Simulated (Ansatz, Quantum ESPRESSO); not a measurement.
## GaC (Pm-3m): zone-centre phonons

Which modes does GaC (Pm-3m) have at the zone centre?

Calculated with Quantum ESPRESSO 7.5; DFT PBE, scalar-relativistic, plane waves, PseudoDojo stringent norm-conserving pseudopotentials.

The structure was built from a prototype and need not be the compound's stable phase.

**1. Set-up**

The structure is cubic, space group Pm-3m (No. 221). Conventional cell: a = 3.555 Å, b = 3.555 Å, c = 3.555 Å, α = 90.00°, β = 90.00°, γ = 90.00°. Nearest to Ga lie 8 C at 3.08 Å. Nearest to C lie 8 Ga at 3.08 Å. Farther neighbours are not listed.

As a file:

```
CELL_PARAMETERS angstrom
3.55547 0.00000 0.00000
0.00000 3.55547 0.00000
0.00000 0.00000 3.55547
ATOMIC_POSITIONS crystal
Ga 0.00000 0.00000 0.00000
C 0.50000 0.50000 0.50000
```

**2. A probe with smearing**

A cheap run with smearing and empty bands tells whether the crystal has a gap, which decides between fixed occupations and smearing later on.

File probe.in:

```
&control
   calculation = 'scf'
   prefix = 'x'
   outdir = './tmp'
   pseudo_dir = './pseudo'
   tprnfor = .true.
   tstress = .true.
   verbosity = 'high'
/
&system
   ibrav = 1
   celldm(1) = 6.71886454
   nat = 2
   ntyp = 2
   ecutwfc = 114.0
   occupations = 'smearing'
   smearing = 'gaussian'
   degauss = 0.01
/
&electrons
   conv_thr = 1.0d-07
   mixing_beta = 0.7
   electron_maxstep = 100
/
ATOMIC_SPECIES
 Ga     69.7230  Ga.upf
 C      12.0110  C.upf
ATOMIC_POSITIONS crystal
 Ga     0.000000000   0.000000000   0.000000000
 C      0.500000000   0.500000000   0.500000000
K_POINTS automatic
 6 6 6 0 0 0
```

The run is started by

```
> OMP_NUM_THREADS=1 mpirun -n 4 pw.x -nk 4 -in probe.in > probe.out
```

Log:

```text
[banners, grids, parts of the stress and lines that vanish by symmetry left out]
Program PWSCF v.7.5
     bravais-lattice index     =            1
     lattice parameter (alat)  =       6.7189  a.u.
[...]
kinetic-energy cutoff     =     114.0000  Ry
     charge density cutoff     =     456.0000  Ry
     scf convergence threshold =      1.0E-07
[...]
Exchange-correlation= PBE
                           (   1   4   3   4   0   0   0)
[...]
48 Sym. Ops., with inversion, found
[...]
(     0          1          0      )
                  (     0          0          1      )
[...]
(  0.0000000  1.0000000  0.0000000 )
                  (  0.0000000  0.0000000  1.0000000 )
[...]
(     0         -1          0      )
                  (     0          0          1      )
[...]
(  0.0000000 -1.0000000  0.0000000 )
[...]
(     0          0          1      )
                  (     1          0          0      )
[...]
( -1.0000000  0.0000000  0.0000000 )
                  (  0.0000000  1.0000000  0.0000000 )
[...]
number of k points=    20  Gaussian smearing, width (Ry)=  0.0100
[...]
End of self-consistent calculation
[...]
the Fermi energy is     4.4970 ev
!    total energy              =    -508.26360232 Ry
[...]
convergence has been achieved in   7 iterations
[...]
atom    1 type  1   force =     0.00000000    0.00000000    0.00000000
     atom    2 type  2   force =     0.00000000    0.00000000    0.00000000
[...]
Total force =     0.000000     Total SCF correction =     0.000000
[...]
total   stress  (Ry/bohr**3)                   (kbar)     P=     -150.98
[...]
XML data file, charge density, pseudopotentials, collected wavefunctions

   JOB DONE.
```

Elapsed: 7 s, on 4 MPI ranks of Arm Neoverse V1, shared host.

This step gave:

| Item | Value |
| --- | --- |
| volume per atom | 22.47 Å³ |
| pressure | -15.10 GPa |
| gap on the k-mesh | 0 eV |

No gap opens on this mesh, so smearing is kept; the start stands at -15 GPa.

**3. Relaxing the cell and atoms**

The harmonic expansion starts where the forces on the atoms vanish, and stress shifts the frequencies, so cell and atoms are relaxed with tight thresholds.

File relax.in:

```
&control
   calculation = 'vc-relax'
   prefix = 'x'
   outdir = './tmp'
   pseudo_dir = './pseudo'
   tprnfor = .true.
   tstress = .true.
   forc_conv_thr = 2.0d-05
   etot_conv_thr = 1.0d-07
   nstep = 40
/
&system
   ibrav = 1
   celldm(1) = 6.71886454
   nat = 2
   ntyp = 2
   ecutwfc = 114.0
   occupations = 'smearing'
   smearing = 'mv'
   degauss = 0.02
/
&electrons
   conv_thr = 1.0d-11
   mixing_beta = 0.7
   electron_maxstep = 100
/
&ions
/
&cell
   press_conv_thr = 0.1
/
ATOMIC_SPECIES
 Ga     69.7230  Ga.upf
 C      12.0110  C.upf
ATOMIC_POSITIONS crystal
 Ga     0.000000000   0.000000000   0.000000000
 C      0.500000000   0.500000000   0.500000000
K_POINTS automatic
 10 10 10 0 0 0
```

The run is started by

```
> OMP_NUM_THREADS=1 mpirun -n 4 pw.x -nk 4 -in relax.in > relax.out
```

Log:

```text
[banners, grids, parts of the stress and lines that vanish by symmetry left out]
[banner, memory and clock lines left out]
Program PWSCF v.7.5

[...]
kinetic-energy cutoff     =     114.0000  Ry
     charge density cutoff     =     456.0000  Ry
     scf convergence threshold =      1.0E-11
[...]
energy convergence thresh.=      1.0E-07
     force convergence thresh. =      2.0E-05
     press convergence thresh. =      1.0E-01
     Exchange-correlation= PBE
                           (   1   4   3   4   0   0   0)
[...]
48 Sym. Ops., with inversion, found
[...]
number of k points=    56  Marzari-Vanderbilt smearing, width (Ry)=  0.0200
[...]
End of self-consistent calculation
[...]
the Fermi energy is     4.4109 ev
!    total energy              =    -508.26159523 Ry
[...]
convergence has been achieved in  10 iterations
[...]
atom    1 type  1   force =     0.00000000    0.00000000    0.00000000
     atom    2 type  2   force =     0.00000000    0.00000000    0.00000000
     Total force =     0.000000     Total SCF correction =     0.000000
[...]
total   stress  (Ry/bohr**3)                   (kbar)     P=     -149.57
[...]
number of bfgs steps    =   0
[...]
CELL_PARAMETERS (alat=  6.71886454)
[...]
ATOMIC_POSITIONS (crystal)
Ga               0.0000000000        0.0000000000        0.0000000000
C                0.5000000000        0.5000000000        0.5000000000
[...]
New effective cutoffs (rho, wfc):  479.70  120.02
[...]
End of self-consistent calculation
[...]
the Fermi energy is     5.1580 ev
!    total energy              =    -508.28542950 Ry
[...]
convergence has been achieved in   8 iterations
[...]
atom    1 type  1   force =     0.00000000    0.00000000    0.00000000
     atom    2 type  2   force =     0.00000000    0.00000000    0.00000000
     Total force =     0.000000     Total SCF correction =     0.000000
[...]
total   stress  (Ry/bohr**3)                   (kbar)     P=     -161.58
[...]
number of bfgs steps    =   1
[...]
WARNING: bfgs curvature condition failed, Theta= 0.780
[...]
CELL_PARAMETERS (alat=  6.71886454)
[...]
ATOMIC_POSITIONS (crystal)
Ga               0.0000000000        0.0000000000        0.0000000000
C                0.5000000000        0.5000000000        0.5000000000
[...]
New effective cutoffs (rho, wfc):  519.56  129.99
[...]
End of self-consistent calculation
[...]
the Fermi energy is     6.4430 ev
!    total energy              =    -508.32191070 Ry
[...]
convergence has been achieved in   9 iterations
[...]
atom    1 type  1   force =     0.00000000    0.00000000    0.00000000
     atom    2 type  2   force =     0.00000000    0.00000000    0.00000000
     Total force =     0.000000     Total SCF correction =     0.000000
[...]
total   stress  (Ry/bohr**3)                   (kbar)     P=     -176.11
[...]
number of bfgs steps    =   2
[...]
WARNING: bfgs curvature condition failed, Theta= 0.690
     uphill step: resetting bfgs history
[...]
CELL_PARAMETERS (alat=  6.71886454)
[...]
ATOMIC_POSITIONS (crystal)
[...]
New effective cutoffs (rho, wfc):  552.11  138.13
[...]
total   stress  (Ry/bohr**3)                   (kbar)     P=      -54.35
[...]
number of bfgs steps    =   5
[...]
the Fermi energy is    14.7741 ev
!    total energy              =    -508.41973748 Ry
[...]
convergence has been achieved in   9 iterations
[...]
atom    1 type  1   force =     0.00000000    0.00000000    0.00000000
     atom    2 type  2   force =     0.00000000    0.00000000    0.00000000
     Total force =     0.000000     Total SCF correction =     0.000000
[...]
total   stress  (Ry/bohr**3)                   (kbar)     P=       60.43
[...]
number of bfgs steps    =   6
[...]
the Fermi energy is    13.9083 ev
!    total energy              =    -508.42096203 Ry
[...]
convergence has been achieved in   9 iterations
[...]
atom    1 type  1   force =     0.00000000    0.00000000    0.00000000
     atom    2 type  2   force =     0.00000000    0.00000000    0.00000000
     Total force =     0.000000     Total SCF correction =     0.000000
[...]
total   stress  (Ry/bohr**3)                   (kbar)     P=       -5.20
[...]
number of bfgs steps    =   7
[...]
New effective cutoffs (rho, wfc):  728.95  182.38
[...]
the Fermi energy is    13.9772 ev
!    total energy              =    -508.42097295 Ry
[...]
convergence has been achieved in   7 iterations
[...]
atom    1 type  1   force =     0.00000000    0.00000000    0.00000000
     atom    2 type  2   force =     0.00000000    0.00000000    0.00000000
     Total force =     0.000000     Total SCF correction =     0.000000
[...]
total   stress  (Ry/bohr**3)                   (kbar)     P=       -0.42
[...]
number of bfgs steps    =   8
[...]
CELL_PARAMETERS (alat=  6.71886454)
[...]
ATOMIC_POSITIONS (crystal)
[...]
New effective cutoffs (rho, wfc):  729.12  182.42
[...]
End of self-consistent calculation
[...]
the Fermi energy is    13.9833 ev
!    total energy              =    -508.42097303 Ry
[...]
convergence has been achieved in   6 iterations
[...]
atom    1 type  1   force =     0.00000000    0.00000000    0.00000000
     atom    2 type  2   force =     0.00000000    0.00000000    0.00000000
     Total force =     0.000000     Total SCF correction =     0.000000
[...]
total   stress  (Ry/bohr**3)                   (kbar)     P=        0.01
[...]
bfgs converged in  10 scf cycles and   9 bfgs steps
[...]
End of BFGS Geometry Optimization
     Final enthalpy           =    -508.4209730253 Ry
     File ./tmp/x.bfgs deleted, as requested
[...]
CELL_PARAMETERS (alat=  6.71886454)
[...]
ATOMIC_POSITIONS (crystal)
Ga               0.0000000000        0.0000000000        0.0000000000
C                0.5000000000        0.5000000000        0.5000000000
[...]
Final scf calculation at the relaxed structure.
[...]
kinetic-energy cutoff     =     114.0000  Ry
     charge density cutoff     =     456.0000  Ry
     scf convergence threshold =      1.0E-13
[...]
press convergence thresh. =      1.0E-01
     Exchange-correlation= PBE
                           (   1   4   3   4   0   0   0)
[...]
48 Sym. Ops., with inversion, found
[...]
number of k points=    56  Marzari-Vanderbilt smearing, width (Ry)=  0.0200
[...]
End of self-consistent calculation
[...]
the Fermi energy is    13.9835 ev
!    total energy              =    -508.42081420 Ry
[...]
convergence has been achieved in  13 iterations
[...]
atom    1 type  1   force =     0.00000000    0.00000000    0.00000000
     atom    2 type  2   force =     0.00000000    0.00000000    0.00000000
     Total force =     0.000000     Total SCF correction =     0.000000
[...]
total   stress  (Ry/bohr**3)                   (kbar)     P=       -0.84
[...]
XML data file, charge density, pseudopotentials, collected wavefunctions
```

It took 3.3 min on 4 MPI ranks; 13 min of CPU time.

Relaxation path:

| step | energy less that of the first step (eV) | largest force (eV/Å) | pressure (GPa) | volume (Å³) |
| --- | --- | --- | --- | --- |
| 1 | 0.0000 | 0.0000 | -14.96 | 44.95 |
| 2 | -0.3243 | 0.0000 | -16.16 | 41.61 |
| 3 | -0.8206 | 0.0000 | -17.61 | 36.91 |
| 4 | -1.1793 | 0.0000 | -18.01 | 33.69 |
| 5 | -1.6722 | 0.0000 | -16.95 | 29.23 |
| 6 | -2.1489 | 0.0000 | -5.44 | 23.30 |
| 7 | -2.1516 | 0.0000 | 6.04 | 21.27 |
| 8 | -2.1683 | 0.0000 | -0.52 | 22.29 |
| 9 | -2.1684 | 0.0000 | -0.04 | 22.21 |
| 10 | -2.1684 | 0.0000 | 0.00 | 22.20 |
| 11 | -2.1663 | 0.0000 | -0.08 | 22.20 |

| cell as run | before | after | change |
| --- | --- | --- | --- |
| a (Å) | 3.555 | 2.811 | -20.9 % |
| b (Å) | 3.555 | 2.811 | -20.9 % |
| c (Å) | 3.555 | 2.811 | -20.9 % |
| volume (Å³/atom) | 22.47 | 11.10 | -50.6 % |

The relaxed structure:

```
CELL_PARAMETERS angstrom
2.81062 0.00000 0.00000
0.00000 2.81062 0.00000
0.00000 0.00000 2.81062
ATOMIC_POSITIONS crystal
Ga 0.00000 0.00000 0.00000
C 0.50000 0.50000 0.50000
```

The last row of the table of steps is pw.x's closing run on a basis chosen anew for the final cell, so its energy can jump.

Numbers from this step:

- volume per atom: 11.10 Å³
- pressure: -0.084 GPa

The volume changes by -50.6 % from the cell with which this run began.

**4. Self-consistent run for the response**

The response is built on this ground state, so it is converged far tighter than an energy would need. Smearing stays on, as the first look found no gap above 0.3 eV.

File scf.in:

```
&control
   calculation = 'scf'
   prefix = 'x'
   outdir = './tmp'
   pseudo_dir = './pseudo'
   tprnfor = .true.
   tstress = .true.
/
&system
   ibrav = 1
   celldm(1) = 5.31129365
   nat = 2
   ntyp = 2
   ecutwfc = 114.0
   occupations = 'smearing'
   smearing = 'mv'
   degauss = 0.02
/
&electrons
   conv_thr = 1.0d-12
   mixing_beta = 0.7
   electron_maxstep = 100
/
ATOMIC_SPECIES
 Ga     69.7230  Ga.upf
 C      12.0110  C.upf
ATOMIC_POSITIONS crystal
 Ga     0.000000000   0.000000000   0.000000000
 C      0.500000000   0.500000000   0.500000000
K_POINTS automatic
 12 12 12 0 0 0
```

The run is started by

```
> OMP_NUM_THREADS=1 mpirun -n 4 pw.x -nk 4 -in scf.in > scf.out
```

Log:

```text
[banners, grids, parts of the stress and lines that vanish by symmetry left out]
[banner, memory and clock lines left out]
Program PWSCF v.7.5

[...]
kinetic-energy cutoff     =     114.0000  Ry
     charge density cutoff     =     456.0000  Ry
     scf convergence threshold =      1.0E-12
[...]
Exchange-correlation= PBE
                           (   1   4   3   4   0   0   0)
[...]
48 Sym. Ops., with inversion, found
[...]
number of k points=    84  Marzari-Vanderbilt smearing, width (Ry)=  0.0200
[...]
End of self-consistent calculation
[...]
the Fermi energy is    13.9656 ev
!    total energy              =    -508.42025318 Ry
[...]
convergence has been achieved in  13 iterations
[...]
atom    1 type  1   force =     0.00000000    0.00000000    0.00000000
     atom    2 type  2   force =     0.00000000    0.00000000    0.00000000
     Total force =     0.000000     Total SCF correction =     0.000000
[...]
total   stress  (Ry/bohr**3)                   (kbar)     P=        1.39
[...]
XML data file, charge density, pseudopotentials, collected wavefunctions
```

Run time: 21 s. Hardware: 4 MPI ranks; 84 s of CPU time.

Numbers from this step:

```yaml
pressure: 0.1390 GPa
```

The cell stands at 0.14 GPa, close enough for phonons.

**5. Linear response at Γ**

At q = 0 one unit cell holds all displacements; symmetry groups them into irreducible representations that are solved one by one. With smeared occupations no response to a homogeneous field can be asked.

File ph.in:

```
phonons
&inputph
   prefix = 'x'
   outdir = './tmp'
   fildyn = 'g.dyn'
   tr2_ph = 1.0d-18
   alpha_mix(1) = 0.4
   nmix_ph = 8
/
0.000000000 0.000000000 0.000000000
```

The run is started by

```
> OMP_NUM_THREADS=1 mpirun -n 4 ph.x -nk 4 -in ph.in > ph.out
```

Log:

```text
[banners, grids, parts of the stress and lines that vanish by symmetry left out]
[banner, memory and clock lines left out]
Program PHONON v.7.5

     ./tmp/x.save/

     IMPORTANT: XC functional enforced from input :
     Exchange-correlation= PBE
                           (   1   4   3   4   0   0   0)
     Any further DFT definition will be discarded
     Please, verify this is what you really want

     G-vector sticks info

     Reading collected, re-writing distributed wavefunctions in ./tmp/

     Number and degeneracy of irreps per q-point
       N         xq(1)         xq(2)         xq(3)   N irreps
       1   0.000000000   0.000000000   0.000000000       2
        3   3

     Calculation of q =    0.0000000   0.0000000   0.0000000

     phonons

     bravais-lattice index     =            1
     lattice parameter (alat)  =       5.3113  a.u.
     unit-cell volume          =     149.8307 (a.u.)^3
     number of atoms/cell      =            2
     number of atomic types    =            2
     kinetic-energy cut-off    =     114.0000  Ry
     charge density cut-off    =     456.0000  Ry
     convergence threshold     =      1.0E-18
     beta                      =       0.4000
     number of iterations used =            8
     Exchange-correlation= PBE
                           (   1   4   3   4   0   0   0)

     celldm(1)=    5.31129  celldm(2)=    0.00000  celldm(3)=    0.00000
     celldm(4)=    0.00000  celldm(5)=    0.00000  celldm(6)=    0.00000

     crystal axes: (cart. coord. in units of alat)
               a(1) = (  1.0000  0.0000  0.0000 )
               a(2) = (  0.0000  1.0000  0.0000 )
               a(3) = (  0.0000  0.0000  1.0000 )

     reciprocal axes: (cart. coord. in units 2 pi/alat)
               b(1) = (  1.0000  0.0000  0.0000 )
               b(2) = (  0.0000  1.0000  0.0000 )
               b(3) = (  0.0000  0.0000  1.0000 )

     Atoms inside the unit cell:

     Cartesian axes

     site n.  atom      mass           positions (alat units)
        1  Ga     69.7230   tau(    1) = (    0.00000    0.00000    0.00000  )
        2  C      12.0110   tau(    2) = (    0.50000    0.50000    0.50000  )

     Computing dynamical matrix for
                    q = (   0.0000000   0.0000000   0.0000000 )

     49 Sym.Ops. (with q -> -q+G )

     G cutoff =  325.8410  (  24573 G-vectors)     FFT grid: ( 40, 40, 40)

     number of k points=    84  Marzari-Vanderbilt smearing, width (Ry)=  0.0200
                       cart. coord. in units 2pi/alat
        k(    1) = (   0.0000000   0.0000000   0.0000000), wk =   0.0011574
        k(    2) = (   0.0000000   0.0000000   0.0833333), wk =   0.0069444
        k(    3) = (   0.0000000   0.0000000   0.1666667), wk =   0.0069444
        [... further k-points left out ...]

     PseudoPot. # 1 for Ga read from file:
     ./pseudo/Ga.upf
     Pseudo is Norm-conserving + core correction, Zval = 21.0
     Using radial grid of 1902 points,  6 beta functions with:
                l(1) =   0
                l(2) =   0
                l(3) =   1
                l(4) =   1
                l(5) =   2
                l(6) =   2

     PseudoPot. # 2 for C  read from file:
     ./pseudo/C.upf
     Pseudo is Norm-conserving + core correction, Zval =  4.0
     Using radial grid of 1248 points,  4 beta functions with:
                l(1) =   0
                l(2) =   0
                l(3) =   1
                l(4) =   1

     Mode symmetry, O_h (m-3m)  point group:

     Atomic displacements:
     There are    2 irreducible representations

     Representation     1      3 modes -  To be done

     Representation     2      3 modes -  To be done

     Alpha used in Ewald sum =   2.8000

     Representation #   1 modes #   1   2   3

     Self-consistent Calculation
      thresh= 1.000E-02 alpha_mix =  0.400 |ddv_scf|^2 =  1.494E-07
      thresh= 3.865E-05 alpha_mix =  0.400 |ddv_scf|^2 =  1.309E-08
      thresh= 1.144E-05 alpha_mix =  0.400 |ddv_scf|^2 =  3.717E-10
      thresh= 1.928E-06 alpha_mix =  0.400 |ddv_scf|^2 =  5.722E-12
      thresh= 2.392E-07 alpha_mix =  0.400 |ddv_scf|^2 =  2.598E-13
      thresh= 5.097E-08 alpha_mix =  0.400 |ddv_scf|^2 =  3.361E-14
      thresh= 1.833E-08 alpha_mix =  0.400 |ddv_scf|^2 =  1.603E-16
      thresh= 1.266E-09 alpha_mix =  0.400 |ddv_scf|^2 =  7.397E-18
      thresh= 2.720E-10 alpha_mix =  0.400 |ddv_scf|^2 =  3.653E-19

     End of self-consistent calculation

     Convergence has been achieved

     Representation #   2 modes #   4   5   6

     Self-consistent Calculation
      thresh= 1.000E-02 alpha_mix =  0.400 |ddv_scf|^2 =  2.485E-05
      thresh= 4.985E-04 alpha_mix =  0.400 |ddv_scf|^2 =  2.324E-06
      thresh= 1.524E-04 alpha_mix =  0.400 |ddv_scf|^2 =  4.403E-08
      thresh= 2.098E-05 alpha_mix =  0.400 |ddv_scf|^2 =  1.089E-09
      thresh= 3.300E-06 alpha_mix =  0.400 |ddv_scf|^2 =  1.521E-11
      thresh= 3.900E-07 alpha_mix =  0.400 |ddv_scf|^2 =  1.782E-12
      thresh= 1.335E-07 alpha_mix =  0.400 |ddv_scf|^2 =  1.584E-14
      thresh= 1.259E-08 alpha_mix =  0.400 |ddv_scf|^2 =  3.698E-16
      thresh= 1.923E-09 alpha_mix =  0.400 |ddv_scf|^2 =  3.096E-17
      thresh= 5.564E-10 alpha_mix =  0.400 |ddv_scf|^2 =  2.640E-20

     End of self-consistent calculation

     Convergence has been achieved

     Number of q in the star =    1
     List of q in the star:
          1   0.000000000   0.000000000   0.000000000

     Diagonalizing the dynamical matrix

     q = (    0.000000000   0.000000000   0.000000000 )

 **************************************************************************
     freq (    1) =      -4.572948 [THz] =    -152.537122 [cm-1]
     freq (    2) =      -4.572948 [THz] =    -152.537122 [cm-1]
     freq (    3) =      -4.572948 [THz] =    -152.537122 [cm-1]
     freq (    4) =       0.999221 [THz] =      33.330437 [cm-1]
     freq (    5) =       0.999221 [THz] =      33.330437 [cm-1]
     freq (    6) =       0.999221 [THz] =      33.330437 [cm-1]
 **************************************************************************

     Mode symmetry, O_h (m-3m)  point group:

     freq (   1-   3) =       -152.5  [cm-1]   --> T_1u G_15  G_4- I
     freq (   4-   6) =         33.3  [cm-1]   --> T_1u G_15  G_4- I
```

Run time: 5.3 min. Hardware: 4 MPI ranks; 21 min of CPU time.

Read from the output:

```yaml
largest_acoustic_frequency_at_the_zone_centre_before_the_sum_rule: 33.33 cm⁻¹
highest_optical_zone_centre_mode_no_lo_to_term: -152.5 cm⁻¹
lowest_optical_zone_centre_mode: -152.5 cm⁻¹
```

The acoustic modes at Γ come out as far as 33.3 cm⁻¹ from zero, where they should vanish, a sizeable error of basis and grid. The lowest optical mode is imaginary, 153i cm⁻¹, an instability at this level and on this k mesh.

(Part 1 of 2 ends here.)

[Host names and launcher messages were left out of these logs when they were recorded.]

[Logs are printed without paths, hosts, clocks, repeated set-up lines and the standing remarks that a program may print on its own settings, such as how far it seeks lower states.]

[Hosts, paths, dates, database ids (printed as entryN), source tags and the programs' standing remarks are cut or masked in the printed files.]
